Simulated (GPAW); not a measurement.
**How TiTe2 absorbs and reflects light**

Aim: the dielectric function of TiTe2, and the optical constants that follow from it.

Method: DFT, PBE, plane-wave PAW (GPAW data sets), scalar-relativistic, RPA, optical limit, in GPAW 26.7.0.

Most raw output is cut from this account.

## Step 1: The structure

The structure is trigonal, space group P-3m1 (No. 164). The conventional cell has a = 3.777 Å, b = 3.777 Å, c = 6.498 Å, α = 90.00°, β = 90.00°, γ = 120.00°. Nearest to Te lie 3 Ti at 2.77 Å. Nearest to Ti lie 6 Te at 2.77 Å. Farther neighbours and most contacts between anions are not listed.

## Step 2: Ground state

First the ground state: is it a metal or has it a gap?

This step: DFT, PBE, plane-wave PAW (GPAW data sets), scalar-relativistic, ground state (GPAW 26.7.0).

The input, gs.py:

```python
from ase import Atoms
from ase.dft.bandgap import bandgap
from gpaw import GPAW, PW, FermiDirac

atoms = Atoms(['Te', 'Te', 'Ti'],
              cell=[[3.777000000000, 0.000000000000, 0.000000000000],
                    [-1.888500000000, 3.270977950100, 0.000000000000],
                    [0.000000000000, 0.000000000000, 6.498000000000]],
              scaled_positions=[[0.333333333300, 0.666666666700, 0.737200000000],
                                [0.666666666700, 0.333333333300, 0.262800000000],
                                [0.000000000000, 0.000000000000, 0.000000000000]],
              pbc=[True, True, True])
atoms.calc = GPAW(mode=PW(500), xc='PBE', kpts={'size': (9, 9, 4), 'gamma': True},
                  occupations=FermiDirac(0.05), maxiter=150, txt='gs.txt')
print('energy (eV)', atoms.get_potential_energy())
print('Fermi level (eV)', atoms.calc.get_fermi_level())
print('valence electrons', atoms.calc.get_number_of_electrons())
print('gap (eV)', bandgap(atoms.calc, output=None)[0])
print('direct gap (eV)', bandgap(atoms.calc, direct=True, output=None)[0])
atoms.calc.write('gs.gpw')
```

Started as:

```console
$ OMP_NUM_THREADS=1 python gs.py
```

Wall time 23 s (1 thread of Arm Neoverse V2, shared host); peak memory 0.18 GiB.

This step gave:

```
energy       : -15.16 eV
Fermi energy : 6.667 eV
electrons    : 24
```

There are states at the Fermi level within the smearing, so the occupations stay smeared and the carriers get a Drude term.

## Step 3: Bands for the response

At the fixed density, many empty bands are solved on the mesh of the response, since the spectrum sums over them.

This step: DFT, PBE, plane-wave PAW (GPAW data sets), scalar-relativistic, bands at fixed density (GPAW 26.7.0).

The input, nscf.py:

```python
from ase.dft.bandgap import bandgap
from gpaw import GPAW, FermiDirac

calc = GPAW('gs.gpw').fixed_density(kpts={'size': (9, 9, 5), 'gamma': True}, nbands=55, convergence={'bands': 49},
                                    occupations=FermiDirac(0.05), txt='nscf.txt')
print('gap (eV)', bandgap(calc, output=None)[0])
print('direct gap (eV)', bandgap(calc, direct=True, output=None)[0])
print('top band over the Fermi level (eV)', min(calc.get_eigenvalues(kpt=k)[48] for k in range(len(calc.get_ibz_k_points()))) - calc.get_fermi_level())
calc.write('full.gpw', mode='all')
```

Started as:

```console
$ OMP_NUM_THREADS=1 python nscf.py
```

It took 1.7 min on 1 thread; peak memory 0.27 GiB.

## Step 4: Dielectric function, RPA

Local fields let the induced charge screen the field inside the cell, which as a rule lowers ε, most along directions where the density is uneven.

This step: DFT, PBE, plane-wave PAW (GPAW data sets), scalar-relativistic, RPA, optical limit (GPAW 26.7.0).

The input, df.py:

```python
from gpaw.response.df import DielectricFunction

df = DielectricFunction('full.gpw', frequencies={'type': 'nonlinear', 'domega0': 0.03, 'omega2': 8},
                        ecut=50,
                        eta=0.15,
                        nbands=49,
                        rate=0.05,
                        txt='df.txt')
for direction in ['x', 'z']:
    df.get_dielectric_function(xc='RPA', direction=direction, filename=f'df_{direction}.csv')
```

Started as:

```console
$ OMP_NUM_THREADS=1 python df.py
```

The job ended after 16 s (1 thread; peak memory 0.34 GiB).

Some rows of df_x.csv (energy; Re and Im without local fields; Re and Im with them):

```text
0.000000, 2442.585454, -0.000000, 2441.494240, -0.000000
0.429336, 20.712573, 34.103579, 19.682896, 33.391187
0.878195, 4.397907, 39.281702, 4.598873, 39.023999
1.347938, -6.601659, 15.988290, -7.375989, 16.111116
1.840057, 3.401234, 11.315278, 2.746008, 11.128195
2.356191, 3.298948, 9.975604, 2.614692, 9.651528
2.898142, 2.797919, 9.461455, 2.231461, 8.941647
3.467895, 1.280594, 9.180706, 1.082740, 8.475508
4.067647, 0.287914, 9.113798, 0.442720, 8.847235
4.699832, -1.295576, 6.162019, -1.415783, 6.121334
5.367152, -0.599570, 4.946129, -0.840693, 4.836288
6.072622, 0.944533, 3.489542, 0.336737, 3.304988
6.819608, 1.581981, 6.225782, 1.177699, 5.479965
7.611886, 0.245632, 5.790530, 0.037659, 4.924299
8.453705, -2.707869, 5.715374, -1.982944, 5.143370
9.349861, -2.032212, 3.350967, -1.622378, 2.809869
10.305790, -1.546662, 2.125613, -1.180199, 1.860986
11.327680, -1.162682, 1.734198, -0.782530, 1.513198
12.422601, -1.143906, 1.270817, -0.777681, 1.229739
13.598673, -0.987257, 0.836318, -0.543583, 0.992468
```

The Im ε has structure finer than the step of the table below, so its rows give means over 0.5 eV, whole bins alone (the curve runs from 0.305 to 14.0 eV). Peaks (eV: height): E ∥ x 0.65: 47.5; E ∥ z 1.49: 9.56, 2.13: 8.35, 3.85: 9.04, 7.21: 7.03.

Sum at mesh points, not converged in k. Im ε against photon energy; means over each step:

```csv
photon energy (eV),E ∥ x,E ∥ z
1.0,35.2,6.08
1.5,13.1,8.28
2.0,11.1,7.48
2.5,9.87,7.68
3.0,9.55,8.06
3.5,8.87,7.83
4.0,8.60,8.43
4.5,7.39,7.72
5.0,5.58,6.40
5.5,4.43,6.00
6.0,3.45,5.32
6.5,4.17,5.28
7.0,5.46,6.41
7.5,4.83,6.18
8.0,4.91,4.82
8.5,4.73,4.03
9.0,3.10,3.15
9.5,2.65,2.83
10.0,2.04,2.62
10.5,1.81,2.14
11.0,1.60,2.04
11.5,1.54,1.87
12.0,1.57,1.76
12.5,1.24,1.42
13.0,1.10,1.14
13.5,1.01,1.02
```

Values under 1 per cm are given as 1; sum at mesh points, not converged in k. Absorption coefficient against photon energy:

```csv
photon energy (eV),E ∥ x (1/cm),E ∥ z (1/cm)
0.492,1.6e5,50845
1.010,4.5e5,92764
1.486,4.3e5,2.1e5
1.985,4.5e5,2.4e5
2.508,5.1e5,3.2e5
3.018,5.6e5,4.2e5
3.510,6.8e5,5.0e5
3.980,8.0e5,6.8e5
4.516,9.9e5,8.2e5
4.981,9.2e5,7.5e5
5.515,9.1e5,8.7e5
6.021,7.7e5,8.3e5
6.494,7.7e5,9.4e5
6.985,1.1e6,1.1e6
7.496,1.2e6,1.4e6
8.026,1.3e6,1.5e6
8.516,1.7e6,1.5e6
9.023,1.5e6,1.4e6
9.483,1.5e6,1.4e6
10.026,1.4e6,1.5e6
10.519,1.4e6,1.4e6
11.029,1.3e6,1.3e6
11.479,1.3e6,1.4e6
12.023,1.4e6,1.4e6
12.504,1.3e6,1.5e6
13.000,1.3e6,1.3e6
13.512,1.3e6,1.3e6
```

Sum at mesh points, not converged in k. Table of loss function −Im 1/ε at q → 0 by energy loss; read off at these points:

```csv
energy loss (eV),E ∥ x,E ∥ z
0.500,0.0183,0.0551
0.750,0.0221,0.0261
1.000,0.0265,0.0355
1.250,0.0389,0.0356
1.500,0.0774,0.0545
1.750,0.0934,0.0585
2.000,0.0819,0.0551
2.250,0.0988,0.0706
2.500,0.0929,0.0656
2.750,0.0982,0.0743
3.000,0.1000,0.0806
3.250,0.0979,0.0861
3.500,0.116,0.0926
3.750,0.114,0.0855
4.000,0.114,0.106
4.250,0.122,0.106
4.500,0.126,0.120
4.750,0.162,0.149
5.000,0.169,0.144
5.250,0.196,0.138
5.500,0.216,0.173
5.750,0.258,0.166
6.000,0.296,0.185
6.125,0.300,0.171
6.250,0.277,0.173
6.500,0.205,0.184
6.750,0.174,0.164
7.000,0.179,0.146
7.250,0.194,0.142
7.500,0.215,0.161
7.750,0.201,0.173
8.000,0.216,0.188
8.250,0.178,0.213
8.500,0.170,0.212
8.750,0.197,0.233
9.000,0.253,0.269
9.250,0.256,0.291
9.500,0.261,0.318
9.750,0.292,0.305
10.000,0.329,0.309
10.250,0.372,0.344
10.500,0.390,0.370
10.750,0.432,0.422
11.000,0.479,0.440
11.250,0.505,0.402
11.500,0.550,0.432
11.750,0.535,0.476
12.000,0.496,0.469
12.250,0.514,0.439
12.500,0.602,0.476
12.750,0.627,0.539
13.000,0.713,0.640
13.250,0.726,0.657
13.500,0.765,0.718
13.750,0.839,0.821
```

The Im ε, E ∥ x has structure finer than the step of the table below, so its rows give means over 0.5 eV, whole bins alone (the curve runs from 0.305 to 14.0 eV). Peaks (eV: height): without local fields 0.62: 48.5; with local fields 0.65: 47.5.

Sum at mesh points, not converged in k. Table of Im ε, E ∥ x by photon energy; means over each step:

```csv
photon energy (eV),without local fields,with local fields
1.0,35.1,35.2
1.5,13.1,13.1
2.0,11.3,11.1
2.5,10.3,9.87
3.0,10.2,9.55
3.5,9.55,8.87
4.0,8.94,8.60
4.5,7.50,7.39
5.0,5.65,5.58
5.5,4.51,4.43
6.0,3.61,3.45
6.5,4.74,4.17
7.0,6.23,5.46
7.5,5.63,4.83
8.0,6.00,4.91
8.5,5.32,4.73
9.0,3.62,3.10
9.5,3.09,2.65
10.0,2.36,2.04
10.5,2.07,1.81
11.0,1.86,1.60
11.5,1.78,1.54
12.0,1.65,1.57
12.5,1.27,1.24
13.0,1.15,1.10
13.5,0.911,1.01
```

The reflectivity at normal incidence has structure finer than the step of the table below, so its rows give means over 0.25 eV, whole bins alone (the curve runs from 0.305 to 14.0 eV). Peaks (eV: height): E ∥ x 1.178: 65.6, 4.516: 42.7, 8.704: 46.0, 12.261: 36.9; E ∥ z 1.382: 36.6, 3.850: 34.7, 4.516: 34.7, 8.026: 39.1, 8.767: 39.3, 10.026: 36.7, 12.423: 39.0.

Sum at mesh points, not converged in k. Table of reflectivity at normal incidence by photon energy; means over each step:

```csv
photon energy (eV),E ∥ x (%),E ∥ z (%)
0.50,59.7,31.1
0.75,62.9,32.3
1.00,63.7,34.3
1.25,63.8,35.4
1.50,51.9,35.4
1.75,40.5,31.0
2.00,41.9,32.9
2.25,38.8,31.9
2.50,38.1,31.9
2.75,37.9,32.8
3.00,36.5,31.8
3.25,39.5,32.4
3.50,37.2,30.9
3.75,37.4,33.3
4.00,38.3,33.3
4.25,39.8,33.9
4.50,42.0,34.5
4.75,38.9,31.3
5.00,37.0,29.3
5.25,35.9,31.9
5.50,34.1,30.2
5.75,30.0,29.1
6.00,24.9,26.8
6.25,19.8,27.8
6.50,21.8,27.0
6.75,26.6,27.1
7.00,30.4,31.0
7.25,32.4,35.7
7.50,30.2,37.4
7.75,32.2,38.4
8.00,31.2,38.8
8.25,36.1,37.5
8.50,43.0,38.7
8.75,45.4,39.1
9.00,40.9,37.5
9.25,41.0,35.9
9.50,41.8,33.4
9.75,43.0,34.1
10.00,40.9,36.4
10.25,39.0,36.1
10.50,37.7,35.3
10.75,37.6,33.4
11.00,34.6,29.9
11.25,33.7,33.1
11.50,31.1,33.2
11.75,30.3,32.9
12.00,32.9,32.0
12.25,36.4,35.8
12.50,34.9,38.7
12.75,34.7,38.2
13.00,32.8,35.2
13.25,32.1,34.8
13.50,32.3,34.1
13.75,32.0,33.2
```

At chosen wavelengths:

```csv
wavelength (nm),n x,k x,R (%) x,1/α x,n z,k z,R (%) z,1/α z
1550,4.94,4.193,62.6,29 nm,3.61,0.646,33.4,191 nm
532,2.49,1.933,37.4,22 nm,2.96,1.207,30.9,35 nm
450,2.45,1.990,38.2,18 nm,2.92,1.438,33.0,25 nm
365,2.20,2.010,38.4,14 nm,2.62,1.461,31.2,20 nm
308,2.18,2.014,38.5,12 nm,2.44,1.635,32.7,15 nm
248,1.58,1.830,36.8,11 nm,2.08,1.494,29.0,13 nm
193,1.71,1.124,20.5,14 nm,1.82,1.454,27.7,11 nm
```

In reflection the computed colour is grey: x = 0.319, y = 0.329, luminous reflectivity 36 %.

## Step 5: What came out

In words: At this level (PBE, RPA) TiTe2 is a metal. The mesh is too coarse to trust the carriers' weight, the reflectivity or the colour to better than tens of per cent. In reflection the computed colour is grey: x = 0.319, y = 0.329, luminous reflectivity 36 %. The carriers' damping of 0.05 eV is typed, not computed; it shapes the response at the lowest energies. Spin-orbit coupling is left out although heavy atoms are present. In this version of GPAW the matrix elements of the optical limit are incomplete, which can lower ε − 1 by up to a tenth where first-row anions or d states rule, and shift it by more in d metals. GPAW's carrier term has the form −ωp²/(ω + i·rate)², which damps like twice the rate and fails at low energy, so the curves leave the lowest energies out. The sum runs over mesh points 0.21 Å⁻¹ apart with no interpolation, so peaks are partly noise of the mesh, and the Drude plasma energy, a sum over the Fermi surface, isn't converged.

[Machine, clock and banner lines and Python warnings are left out of the logs.]

[Logs are printed without paths, hosts, clocks, repeated set-up lines and the standing remarks that a program may print on its own settings, such as how far it seeks lower states.]

[Hosts, paths, dates, database ids (printed as entryN), source tags and the programs' standing remarks are cut or masked in the printed files.]
